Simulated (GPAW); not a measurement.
# Collinear magnetic orders of Fe3 on Mo4 110 with GPAW, part 2 of 2

A self-consistent run ends on one state, which hangs on the start. Several orders of Fe3 on Mo4 110 are started in GPAW and their energies compared.

GPAW 26.7.0; PBE; plane waves with GPAW's PAW setups, scalar-relativistic.

So far. Step 2 (Start 1: ferro +++): After 50 cycles the largest moment stands at 2.80 μB.

### 3. Start 2: ferri ++-

An opposed order shows whether the pairs that it reverses prefer unlike signs.

order2.py

```python
import json
import numpy as np
from ase import Atoms
from ase.parallel import paropen, parprint
from gpaw import GPAW

atoms = Atoms(['Mo', 'Mo', 'Mo', 'Mo', 'Fe', 'Fe', 'Fe'],
    cell=[[1.5735, -2.225265, 0.0],
         [1.5735, 2.225265, 0.0],
         [0.0, 0.0, 23.999299]],
    scaled_positions=[[0.0, 0.0, 0.250007],
         [0.5, 0.5, 0.34271],
         [0.0, 0.0, 0.435412],
         [0.5, 0.5, 0.528114],
         [0.0, 0.0, 0.609571],
         [0.5, 0.5, 0.679782],
         [0.0, 0.0, 0.749993]],
    pbc=True,
    magmoms=[0.0, 0.0, 0.0, 0.0, 2.6, 2.6, -2.6])
atoms.calc = GPAW(mode={'name': 'pw', 'ecut': 450},
    xc='PBE',
    kpts={'size': (18, 18, 1), 'gamma': True},
    occupations={'name': 'fermi-dirac', 'width': 0.05},
    convergence={'density': 1e-05, 'energy': 1e-05},
    maxiter=200,
    mixer={'name': 'pulay', 'beta': 0.03, 'nmaxold': 8, 'weight': 100},
    symmetry={'tolerance': 1e-4},
    txt='order2.txt')
e = atoms.get_potential_energy(force_consistent=True)
res = {'free_energy': e, 'energy_sigma0': atoms.get_potential_energy(), 'fermi_energy': atoms.calc.get_fermi_level()}
res['moments'] = atoms.get_magnetic_moments().tolist()
res['total'] = atoms.get_magnetic_moment()
parprint('site moments (muB):', np.round(res['moments'], 3))
parprint(f"total moment: {res['total']:.3f} muB")
parprint(f'free energy: {e:.6f} eV')
atoms.calc.write('order2.gpw')
with paropen('results.json', 'w') as f:
    json.dump(res, f)
```

Run with:

```
$ OMP_NUM_THREADS=1 mpirun -n 4 gpaw python order2.py > order2.log
```

Numbers of over 12 decimals in the logs are rounded to 6 here.

Log:

```text
site moments (muB): [ 0.000e+00 -1.000e-03  2.000e-03 -1.130e-01  2.189e+00  2.117e+00
 -2.534e+00]
total moment: 1.554 muB
free energy: -68.707673 eV

--- order2.txt ---
Input parameters:
  mode=PW(ecut=450),
  convergence={'density': 1e-05, 'energy': 1e-05},
  kpts=MonkhorstPack(size=(18, 18, 1), gamma=True),
  maxiter=200,
  mixer=Pulay(name='pulay', nmaxold=8, beta=0.03, weight=100, sigma=0.015, g_ss=None),
  occupations=Occupations(name='fermi-dirac', width=0.05),
  symmetry=Symmetry(tolerance=0.0001),
  xc=XC(name='PBE')

Diagonalizing LCAO Hamiltonian
Converting LCAO to pw mode

       Fe

           Fe

       Fe

           Mo

       Mo

           Mo

       Mo

Atoms  # Å, Bohr magnetons
|   | symbol |        x |        y |         z |    initial magnetic moments |
|---|--------|----------|----------|-----------|-----------------------------|
| 0 |     Mo | 0.000000 | 0.000000 |  5.999993 | ( 0.0000,  0.0000,  0.0000) |
| 1 |     Mo | 1.573500 | 0.000000 |  8.224800 | ( 0.0000,  0.0000,  0.0000) |
| 2 |     Mo | 0.000000 | 0.000000 | 10.449583 | ( 0.0000,  0.0000,  0.0000) |
| 3 |     Mo | 1.573500 | 0.000000 | 12.674366 | ( 0.0000,  0.0000,  0.0000) |
| 4 |     Fe | 0.000000 | 0.000000 | 14.629277 | ( 0.0000,  0.0000,  2.6000) |
| 5 |     Fe | 1.573500 | 0.000000 | 16.314291 | ( 0.0000,  0.0000,  2.6000) |
| 6 |     Fe | 0.000000 | 0.000000 | 17.999306 | ( 0.0000,  0.0000, -2.6000) |

Unit cell  # Å
| periodic |        x |         y |         z |   lengths |     angles |
|----------|----------|-----------|-----------|-----------|------------|
|      yes | 1.573500 | -2.225265 |  0.000000 |  2.725382 |  90.000000 |
|      yes | 1.573500 |  2.225265 |  0.000000 |  2.725382 |  90.000000 |
|      yes | 0.000000 |  0.000000 | 23.999299 | 23.999299 | 109.471220 |

Number of symmetries: 4

BZ-sampling:
  Number of BZ points: 324
  Number of IBZ points: 91

  Monkhorst-Pack size: [18, 18, 1]
  Monkhorst-Pack shift: [0.027778, 0.027778, 0.0]

Plane wave coefficients: 3706
Cutoff: 450.000000 eV

Spin-components: 2 (collinear spins)
Bands:           54
Projectors:      42
Spin-degeneracy: 1
Datatype:        complex128

Parallelization:
  kpt:    4
  domain: 1
  band:   1

Density:
  Valence electrons: 80.0
  Components: 2
  Grid points: [ 14  14 120]
  Charge: 0.0  # |e|

Potential:
  Grid points: [ 14  14 120]

[... setups left out ...]
Reference energy: -544394.654326  # eV

eigensolver:
  PPCG
  Converge bands: occupied
  niter=2

density mixing:
  Pulay-Mixer
  Linear mixing parameters: 0.03
  Old densities: 8
  Fourier metric: weight=100, sigma=0.015

occupation numbers:
  Fermi-Dirac:
    width: 0.0500  # eV

poisson solver:
  ecut: 3600.000000  # eV

xc functional:
  name: PBE with 2 nearest neighbor stencil

convergence criteria:
- Maximum integral of absolute [dens]ity change: 1e-05 electrons / valence electron
- Maximum [total energy] change in last 3 cyles: 1e-05 eV / valence electron
- Maximum integral of absolute [eigenst]ate change: 4e-08 eV^2 / valence electron
maximum number of iterations: 200

SCF iterations
|iter     |      energy | eigst |  dens |  magmom |
|---------|-------------|-------|-------|---------|
|iter:   1|       0s |  -75.720220 | +0.49 |       |  +2.6052|
|iter:   2|      13s | -110.498680 | +0.16 | -0.77 |  +2.5340|
|iter:   3|      25s |  -72.423387 | -0.73 | -0.47 |  +2.5267|
|iter:   4|      38s |  -71.824405 | -1.76 | -0.96 |  +2.5159|
|iter:   5|      50s |  -71.229423 | -2.17 | -1.00 |  +2.4856|
|iter:   6|      62s |  -70.308567 | -1.87 | -1.04 |  +2.4248|
|iter:   7|      75s |  -68.903661 | -1.12 | -1.11 |  +2.2494|
|iter:   8|      86s |  -68.653766 | -1.57 | -1.34 |  +2.1402|
|iter:   9|      98s |  -68.609925 | -2.10 | -1.50 |  +2.0584|
|iter:  10|     109s |  -68.596200 | -2.85 | -1.64 |  +2.0365|
[... 33 iterations left out ...]
|iter:  44|     484s |  -68.678953c| -7.60c| -4.32 |  +1.5542|
|iter:  45|     490s |  -68.678952c| -7.80c| -4.37 |  +1.5542|
|iter:  46|     495s |  -68.678951c| -7.75c| -4.43 |  +1.5541|
|iter:  47|     501s |  -68.678950c| -8.02c| -4.50 |  +1.5541|
|iter:  48|     507s |  -68.678949c| -7.97c| -4.56 |  +1.5541|
|iter:  49|     512s |  -68.678948c| -8.13c| -4.62 |  +1.5541|
|iter:  50|     518s |  -68.678947c| -8.04c| -4.69 |  +1.5540|
|iter:  51|     524s |  -68.678947c| -8.21c| -4.81 |  +1.5539|
|iter:  52|     529s |  -68.678944c| -7.74c| -4.87 |  +1.5536|
|iter:  53|     535s |  -68.678944c| -8.10c| -5.09c|  +1.5535|

Converged in 53 steps
Energy contributions relative to reference atoms: (reference = -544394.654326)

Energy contributions:
  Kinetic:         -31.867146
  Coulomb:          13.263077
  Zero:             -0.615884
  External:          0.000000
  Xc:              -49.430261
  Entropy:          -0.057458
  Spinorbit:         0.000000
  ----------------------------
  Free energy:     -68.707673
  Extrapolated:    -68.678944

dipole moment: (-38.890814, -0.000000, 0.024551)  # |e|*Ang

Total magnetic moment: (0.000000, 0.000000, 1.553515)

Local magnetic moments
|        x |        y |         z |
|----------|----------|-----------|
| 0.000000 | 0.000000 |  0.000470 |  # Mo   0
| 0.000000 | 0.000000 | -0.001092 |  # Mo   1
| 0.000000 | 0.000000 |  0.002392 |  # Mo   2
| 0.000000 | 0.000000 | -0.113330 |  # Mo   3
| 0.000000 | 0.000000 |  2.188572 |  # Fe   4
| 0.000000 | 0.000000 |  2.117206 |  # Fe   5
| 0.000000 | 0.000000 | -2.534175 |  # Fe   6

Fermi level: 5.334
Eigenvalues  # (at kpt = [-0.000, -0.000, 0.000])
| band index |      eig [eV] | occ [0-1] |      eig [eV] | occ [0-1] |
|------------|---------------|-----------|---------------|-----------|
|          0 |       -55.989 |     1.000 |       -55.992 |     1.000 |
|        ... |               |           |               |           |
|         33 |         3.851 |     1.000 |         3.953 |     1.000 |
|         34 |         3.878 |     1.000 |         3.977 |     1.000 |
|         35 |         3.887 |     1.000 |         4.052 |     1.000 |
|         36 |         3.933 |     1.000 |         4.483 |     1.000 |
|         37 |         4.221 |     1.000 |         4.636 |     1.000 |
|         38 |         4.381 |     1.000 |         4.964 |     0.999 |
|         39 |         4.598 |     1.000 |         5.278 |     0.754 |
|         40 |         4.756 |     1.000 |         5.510 |     0.029 |
|         41 |         5.169 |     0.964 |         5.694 |     0.001 |
|         42 |         5.527 |     0.021 |         6.049 |     0.000 |
|         43 |         5.922 |     0.000 |         6.112 |     0.000 |
|         44 |         6.175 |     0.000 |         6.141 |     0.000 |
|         45 |         6.348 |     0.000 |         6.198 |     0.000 |
|         46 |         6.460 |     0.000 |         6.515 |     0.000 |
|         47 |         6.487 |     0.000 |         6.596 |     0.000 |
|         48 |         6.550 |     0.000 |         6.728 |     0.000 |
|        ... |               |           |               |           |
|         53 |         7.170 |     0.000 |         7.119 |     0.000 |

No gap
No difference between direct/indirect transitions
```

It took 9.3 min on 4 MPI ranks of Arm Neoverse V2, shared host; peak memory 1.5 GiB; 37 min of CPU time.

Spin moment in the augmentation sphere by atom:

```
atom  spin moment in the augmentation sphere (μB)
 Mo1                                         0.00
 Mo2                                         0.00
 Mo3                                         0.00
 Mo4                                        -0.11
 Fe5                                         2.19
 Fe6                                         2.12
 Fe7                                        -2.53
```

Numbers from this step:

```
magnetization : 1.554 μB
final state   : ferrimagnetic
```

It lies 136 meV a seeded atom over the first start, and its largest moment is 2.53 μB against 2.80 μB.

### 4. The states side by side

These are free energies at a smearing of 0.05 eV, so its entropy term is in the differences. They are divided by the number of seeded atoms, so that cells of unlike size compare.

Orders:

```
    start    final state  typed order kept  energy over the lowest (meV a seeded atom)  largest site moment (μB)  net moment (μB a primitive cell)  mesh matched  CPU time (s)
ferro +++  ferromagnetic               yes                                           0                     2.799                              7.38           yes          2261
ferri ++-  ferrimagnetic               yes                                       136.3                     2.534                             1.554           yes          2221
```

### 5. What came out

| Property | Result |
| --- | --- |
| lowest state found | ferromagnetic (typed ferro +++) |
| largest site moment | 2.80 μB |
| next state | ferrimagnetic, 136 meV a seeded atom higher |

What this shows: The lowest state found is ferromagnetic, reached from the start ferro +++, with moments up to 2.80 μB. The next state costs 136 meV a seeded atom. This is the lowest of 2 finished starts, no proof of the ground state.

[Logs and program files are shortened in this print: banners, set-up blocks, solver, clock and traceback lines can be left out without a mark of their own.]

[Logs are printed without paths, hosts, clocks, repeated set-up lines and the standing remarks that a program may print on its own settings, such as how far it seeks lower states.]

[Hosts, paths, dates, database ids (printed as entryN), source tags and the programs' standing remarks are cut or masked in the printed files.]

[Where a cell is said to come from a database of computed structures, the database is the Materials Project.]
